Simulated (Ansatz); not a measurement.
## Lattice dynamics of LaP (model cell, started as zinc blende)

Wanted: vibrations and spectra of LaP (model cell, started as zinc blende); the cell is already relaxed. After the zone centre comes a 2×2×2 q mesh on a 8×8×8 k mesh.

Main program and level: Ansatz 0.2.0; DFT PBEsol, scalar-relativistic, plane waves, norm-conserving pseudopotentials.

The structure was built from a prototype and need not be the compound's stable phase.

### Step 1. Set-up

It takes space group F-43m (No. 216, cubic). Conventional cell: a = 6.543 Å, b = 6.543 Å, c = 6.543 Å, α = 90.00°, β = 90.00°, γ = 90.00°. Nearest to La lie 4 P at 2.83 Å. Nearest to P lie 4 La at 2.83 Å. Farther neighbours are not listed.

### Step 2. Linear response at the zone centre

The cell comes from relaxations at this level that are not shown. The zone centre comes first: it holds the modes that light can see, as far as symmetry allows. The response to a homogeneous field gives the Born charges and the dielectric tensor, and its change with displacement the Raman tensors.

File input.yaml:

```yaml
crystal:
  lattice:
    - [0.0, 3.2715932356, 3.2715932356]
    - [3.2715932356, 0.0, 3.2715932356]
    - [3.2715932356, 3.2715932356, 0.0]
  atoms:
    - { symbol: La, position: [0.0, 0.0, 0.0] }
    - { symbol: P, position: [0.25, 0.25, 0.25] }
kpoints:
  mp_grid: { grid: [8, 8, 8] }
hamiltonian:
  xc: pbesol
  pseudopotentials: { kind: nc }
scf:
  occupations: { method: fixed }
output:
  eigenvalues: true
phonons:
  method: dfpt
  dielectric: true
  rigid_motions: translations
  raman: true
```

Command:

```console
$ ansatz run input.yaml --threads 4 --pin off --max-ram 7168MiB --backend cpu --events-out ev --progress --plain --runs-dir out
```

Numbers of over 12 decimals in the logs are rounded to 6 here.

Output:

```text
Engine: ansatz 0.2.0, aarch64-unknown-linux-gnu
Pseudopotentials: kind: nc
Pseudopotential: La, nc, valence charge 11, recommended cutoff 1496.626244 eV (normal), La.nc.azcp (PseudoDojo's, or run here from an input of PseudoDojo's: the run reads no file of this project's for it)
Pseudopotential: P, nc, valence charge 5, recommended cutoff 598.650497 eV (normal), P.nc.azcp (PseudoDojo's, or run here from an input of PseudoDojo's: the run reads no file of this project's for it)
Functional definition: PBEsol
  exchange = pbesol_x
  correlation = pbesol_c
Crystal: 2 atoms, lattice volume = 70.034 Å³
Basis set: ecut = 1496.626244 eV, 9257 PW (Γ), exchange–correlation on 120×120×120 points (8 copies of the dense FFT grid, shifted against one another)
Bands: 12, of which v1, the nominal top of the filled ones, is band 8 counted from 1 (7 counted from 0)
Symmetry: 24 space group operations
k-points: 95 of 512 (irreducible under 4 space group operations, time reversal used)
Non-local potential: La, projectors of the file, l = 0: 2, l = 1: 2, l = 2: 2, l = 3: 2
Non-local potential: P, projectors of the file, l = 0: 2, l = 1: 2, l = 2: 2
Initial density: superposition of atomic densities (chi_scale 0.1, normalization cell, long waves kept (reshape's long-wave potential 0.00 eV rms))
Initial wavefunctions: pseudopotential atomic-orbital guess
Functional: x = pbesol(κ = 0.804, μ = 0.123457), c = pbesol(β = 0.046)
SCF iter   1: F=—  HF=-1146.264377 eV  |F-HF|=—  |Δ(HF+E_count)|=         —  Δρ=2.99e-2  dr2=1.42e0  ethr=3.10e-3  ⟨swp⟩=14.0  Hψ=14264  notcnv=0  defer=250
preconditioner: auto → none  [insulator: Δε(μ)=1.924 eV  Ē_g=10.714 eV  n_scr=14 (ndim 8)  ℏωp=16.6 eV  f_vac=0.000  ε∞_Penn≈3.4]
SCF iter   2: F=—  HF=-1145.854154 eV  |F-HF|=—  |Δ(HF+E_count)|=   4.10e-1  Δρ=1.23e-2  dr2=1.26e-1  ethr=3.10e-3  ⟨swp⟩=5.7  Hψ=3937  notcnv=0  defer=185
SCF iter   3: F=—  HF=-1145.837319 eV  |F-HF|=—  |Δ(HF+E_count)|=   1.68e-2  Δρ=4.56e-3  dr2=2.27e-2  ethr=7.88e-4  ⟨swp⟩=6.1  Hψ=2722  notcnv=0  defer=243
SCF iter   4: F=—  HF=-1145.836773 eV  |F-HF|=—  |Δ(HF+E_count)|=   5.47e-4  Δρ=1.47e-3  dr2=1.24e-3  ethr=1.42e-4  ⟨swp⟩=5.6  Hψ=2780  notcnv=0  defer=275
SCF iter   5: F=—  HF=-1145.837742 eV  |F-HF|=—  |Δ(HF+E_count)|=   9.70e-4  Δρ=2.43e-4  dr2=2.25e-5  ethr=7.75e-6  ⟨swp⟩=5.9  Hψ=3070  notcnv=0  defer=288
SCF iter   6: F=—  HF=-1145.837781 eV  |F-HF|=—  |Δ(HF+E_count)|=   3.87e-5  Δρ=7.06e-5  dr2=5.40e-6  ethr=1.41e-7  ⟨swp⟩=5.6  Hψ=3450  notcnv=0  defer=219
SCF iter   7: F=—  HF=-1145.837781 eV  |F-HF|=—  |Δ(HF+E_count)|=   4.31e-7  Δρ=1.47e-5  dr2=1.10e-7  ethr=3.37e-8  ⟨swp⟩=3.1  Hψ=2233  notcnv=0  defer=194
SCF iter   8: F=—  HF=-1145.837830 eV  |F-HF|=—  |Δ(HF+E_count)|=   4.94e-5  Δρ=2.88e-6  dr2=4.22e-9  ethr=6.90e-10  ⟨swp⟩=5.4  Hψ=3085  notcnv=0  defer=184
SCF iter   9: F=—  HF=-1145.837830 eV  |F-HF|=—  |Δ(HF+E_count)|=  2.63e-10  Δρ=1.26e-6  dr2=7.27e-10  ethr=2.64e-11  ⟨swp⟩=3.9  Hψ=2354  notcnv=0  defer=183
SCF iter  10: F=-1145.837830 eV  HF=-1145.837830 eV  |F-HF|=1.36e-11  |Δ(HF+E_count)|=  1.57e-10  Δρ=1.18e-7  dr2=1.84e-11  ethr=1.00e-12  ⟨swp⟩=36.1  Hψ=29039  notcnv=0
SCF 1 converged in 10 iterations: F = -1145.837830 eV  dr2 = 1.84e-11
  Residual-converged pass: ⟨swp⟩=1.0  Hψ=1522  notcnv=0  max |occ|·‖R‖ = 7.1e-9 eV (tolerance 1.0e-8 eV)  dr2=1.84e-11  max |Δocc| = 0.0e0
DFPT response loops at Γ: preconditioner auto → none (the input reference at scf.mixing.eps_inf says where Resta's filter doesn't serve); β = 0.50; Broyden in place of MSR1
── the response to a field inside a basis, on 8×8×8 k-points: an SCF that follows is theirs, and a resumed run solves both again ──
Bands: 9, of which v1, the nominal top of the filled ones, is band 8 counted from 1 (7 counted from 0)
k-points: 60
Initial density: handed on by an earlier stage of this run
Initial wavefunctions: pseudopotential atomic-orbital guess (no wavefunctions were taken with the density)
Eigensolver: Dense (60 Hₖ)
SCF iter   1: F=—  HF=-1145.835640 eV  |F-HF|=—  |Δ(HF+E_count)|=         —  Δρ=6.14e-5  dr2=2.68e-7  ethr=1.00e-1
preconditioner: auto → none  [insulator: Δε(μ)=1.443 eV  Ē_g=10.100 eV  n_scr=14 (ndim 8)  ℏωp=16.6 eV  f_vac=0.001  ε∞_Penn≈3.7]
SCF iter   2: F=—  HF=-1145.835641 eV  |F-HF|=—  |Δ(HF+E_count)|=   1.25e-6  Δρ=3.09e-5  dr2=6.71e-8  ethr=1.68e-9
SCF iter   3: F=—  HF=-1145.835642 eV  |F-HF|=—  |Δ(HF+E_count)|=   4.37e-7  Δρ=6.61e-6  dr2=4.18e-8  ethr=4.19e-10
SCF iter   4: F=—  HF=-1145.835642 eV  |F-HF|=—  |Δ(HF+E_count)|=   1.12e-9  Δρ=5.33e-7  dr2=1.07e-10  ethr=2.61e-10
SCF iter   5: F=-1145.835642 eV  HF=-1145.835642 eV  |F-HF|=0.00e0  |Δ(HF+E_count)|=  4.09e-11  Δρ=9.50e-8  dr2=2.81e-12  ethr=1.00e-12
SCF 1 converged in 5 iterations: F = -1145.835642 eV  dr2 = 2.81e-12
DFPT response loops at Γ: mixed as the last ones told, above
DFPT response loops at Γ: mixed as the last ones told, above
SCF converged after 10 iterations
Free energy (F): -1145.837830 eV
Harris-Foulkes:  -1145.837830 eV  (|F-HF|=1.36e-11)
Internal energy: -1145.837830 eV  (E = F + TS)
E sigma→0 (E₀):  -1145.837830 eV
Fermi energy:    5.990462 eV
--- Per-component energies (eV) ---
  E_band       = -82.363214
  E_kinetic    = 301.211959
  E_local      = -638.528335  (includes V_loc(G=0)·N_el)
  E_nonlocal   = 129.980941
  E_hartree    = 177.211238
  E_xc         = -282.082187
  E_vxc        = -229.450265  (∫ρ·V_xc dr)
  E_ewald      = -833.631447
  E_smearing   = -0.000000  (= −TS)
  E_closure    = -0.000000  (closes the sum)
  Σ components = -1145.837830   (vs F -1145.837830, Δ=0.00e0)
--- Band table (eV; the first three rows and the last of 95) ---
  k-point 0: bands = [... 4 lower, -2.4766, 4.6685, 4.6685, 4.6685, 7.6572, 8.8844, 8.8844, 8.8844]
  k-point 1: bands = [... 4 lower, -2.3733, 4.5579, 4.7395, 4.7395, 7.9477, 8.7375, 8.7375, 8.8674]
  k-point 2: bands = [... 4 lower, -2.1401, 4.4884, 4.8991, 4.8991, 8.3421, 8.5978, 8.5978, 8.8350]
  k-point 94: bands = [... 4 lower, -1.6198, 4.7607, 4.9560, 5.9905, 7.3960, 8.5204, 8.7608, 8.8622]
--- Phonons (Γ-DFPT): 2 representative perturbations + reference, on 95 of 512 k-points (Σ response iterations 6) ---
  k mesh reduced under 4 symmetry operations, with k and −k counted as one. Each operation leaves every solved perturbation unchanged. A smaller set is not considered because the run solves the response to a homogeneous field
  ASR residual: 3.780e-5 → 0.000e0 eV/Å²; symmetrization residual: 5.190e-7 eV/Å²
  ASR residual per site (eV/Å²): 3.78e-5 1.15e-5
  Γ frequencies (cm⁻¹): 0.00 0.00 0.00 239.50 239.50 239.50
  ε∞ (high-frequency dielectric tensor):
        8.578641     0.000000     0.000000
        0.000000     8.578641    -0.000000
        0.000000    -0.000000     8.578641
  ε⁰ (static dielectric tensor: ions relaxed, cell fixed):
       13.607871    -0.000000    -0.000000
       -0.000000    13.607871     0.000000
       -0.000000     0.000000    13.607871
  ε⁰ − ε∞ (ionic part):
        5.029230    -0.000000    -0.000000
       -0.000000     5.029230     0.000000
       -0.000000     0.000000     5.029230
  softest optical mode at Γ: 239.50 cm⁻¹; the repairs (sum rule, projections) moved no ω² at Γ by more than (0.36 cm⁻¹)²
  Born effective charges Z* (e; rows j = field, columns β = displacement):
    site 0:
         3.22469   -0.00000   -0.00000
        -0.00000    3.22469    0.00000
        -0.00000    0.00000    3.22469
    site 1:
        -3.22469    0.00000    0.00000
         0.00000   -3.22469   -0.00000
         0.00000   -0.00000   -3.22469
  Z* charge neutrality: 9.188e-4 e pre-enforcement
  solved inside a basis spanned on kpoints, on 8×8×8 k-points transformed towards the longest dipole: ε∞ is read to err by 2.6e-2, Z* by 1.2e-2 e (field_mesh: kpoints solves on kpoints); Z* is corrected for what the basis lacks
  Raman tensors (in the event stream and the table raman_tensors.tsv): an entry may err by 2.0e-1 Å², one of the second-order susceptibility by 4.3e0 pm/V (basis, points and sum rule); their sum over the sites missed zero by 3.635e-4 Å² ahead of its enforcement
  optical modes at Γ without the LO–TO term, one row a degenerate level:
      ω (cm⁻¹)  modes    IR ((D/Å)²/amu)  static Raman (Å⁴/amu)  depolarisation
        239.50      3            28.4175               725.7840           0.750
  optical modes at Γ + LO–TO along q̂ = [1.0000, 0.0000, 0.0000]:
      ω (cm⁻¹)  modes    IR ((D/Å)²/amu)  static Raman (Å⁴/amu)  depolarisation
        239.50      2            18.9450               483.8560           0.750
        301.64      1             9.4725               430.8040           0.750
  optical modes at Γ + LO–TO along q̂ = [0.0000, 1.0000, 0.0000]:
      ω (cm⁻¹)  modes    IR ((D/Å)²/amu)  static Raman (Å⁴/amu)  depolarisation
        239.50      2            18.9450               483.8560           0.750
        301.64      1             9.4725               430.8040           0.750
  optical modes at Γ + LO–TO along q̂ = [0.0000, 0.0000, 1.0000]:
      ω (cm⁻¹)  modes    IR ((D/Å)²/amu)  static Raman (Å⁴/amu)  depolarisation
        239.50      2            18.9450               483.8560           0.750
        301.64      1             9.4725               430.8040           0.750
```

The job ended after 3.4 min (4 threads of Arm Neoverse V2, shared host; peak memory 2.8 GiB; 13 min of CPU time).

Reading the cycles: dr2 is the Hartree energy of the density residual (eV), the measure of convergence; HF is the Harris–Foulkes estimate of the energy, which meets the free energy F at convergence.

Numbers from this step:

```
gap on the k-mesh                                       : 1.406 eV
volume per atom                                         : 35.02 Å³
sum-rule residual before enforcement                    : 3.78e-5 eV/Å²
miss of the charge sum rule                             : 9.19e-4 e
estimated error of the dielectric tensor                : 0.02649
estimated error of the Born charges                     : 0.01246 e
point group                                             : -43m
highest optical mode at the zone centre (no LO-TO term) : 239.5 cm⁻¹
lowest optical zone-centre mode                         : 239.5 cm⁻¹
mean high-frequency dielectric constant                 : 8.579
largest Born charge (third of the trace)                : 3.225 e
mean static dielectric constant                         : 13.61
top of the zone-centre spectrum with the field          : 301.6 cm⁻¹
```

Without the LO-TO term. Patterns of degenerate modes are one choice out of their space. Modes at Γ, with each element's share of the kinetic energy:

```
mode  frequency (cm⁻¹)  symmetry  La %  P %
   1               0.0  acoustic    82   18
   2               0.0  acoustic    82   18
   3               0.0  acoustic    82   18
   4             239.5        T2    18   82
   5             239.5        T2    18   82
   6             239.5        T2    18   82
```

Displacements in mode 4 (239.5 cm⁻¹), the largest set to 1:
```
La1  0.00 -0.22  0.00
P2   0.00  1.00  0.00
```

Optical modes at the zone centre, without and with the macroscopic field of the longitudinal modes; each column is sorted by frequency, so a row need not hold one and the same mode. Modes with and without the field, by row:

```
rank among optical modes  no field (cm⁻¹)  q along (1, 0, 0) (cm⁻¹)
                       1            239.5                     239.5
                       2            239.5                     239.5
                       3            239.5                     301.6
```

Born charge (rows field, columns displacement) (e), principal values of the symmetric part by kind of site:

```
atom  atoms with these values    low  middle   high   mean
 La1                        1   3.22    3.22   3.22   3.22
  P2                        1  -3.22   -3.22  -3.22  -3.22
```

In full for P2:

```
-3.22  0.00  0.00
 0.00 -3.22  0.00
 0.00  0.00 -3.22
```

High-frequency dielectric tensor:

```
8.58 0.00 0.00
0.00 8.58 0.00
0.00 0.00 8.58
```

Static dielectric tensor (ions relaxed, fixed cell):

```
13.61  0.00  0.00
 0.00 13.61  0.00
 0.00  0.00 13.61
```

Transverse modes. Infrared lines, with heights relative to the strongest:

```
position (cm⁻¹)  label  relative intensity
            240     T2                 100
```

Activity x (w_L - w)^4 (n + 1)/w, 532 nm, 300 K; the tensors are static ones, while 532 nm light lies above the computed direct gap, where resonance would change the heights; modes without the macroscopic field alone. Lines of the Raman spectrum (strongest = 100):

```
position (cm⁻¹)  label  relative intensity
            240     T2                 100
```

Static second-order susceptibility (pm/V), twice the coefficient d of second-harmonic generation. Second order susceptibility, by row:

```
field along  xx  yy  zz     yz     xz     xy
          x   0   0   0  368.3      0      0
          y   0   0   0      0  368.3      0
          z   0   0   0      0      0  368.3
```

Before it was imposed, the acoustic sum rule was missed by 3.8e-5 eV/Å² and the charge sum rule by 9.2e-4 e. Small misses are needed for a sound result but don't prove that mesh and cutoff are converged. The lowest optical mode is real, 240 cm⁻¹.

(Continued in part 2 of 2.)

[Logs are printed without paths, hosts, clocks, repeated set-up lines and the standing remarks that a program may print on its own settings, such as how far it seeks lower states.]

[Hosts, paths, dates, database ids (printed as entryN), source tags and the programs' standing remarks are cut or masked in the printed files.]
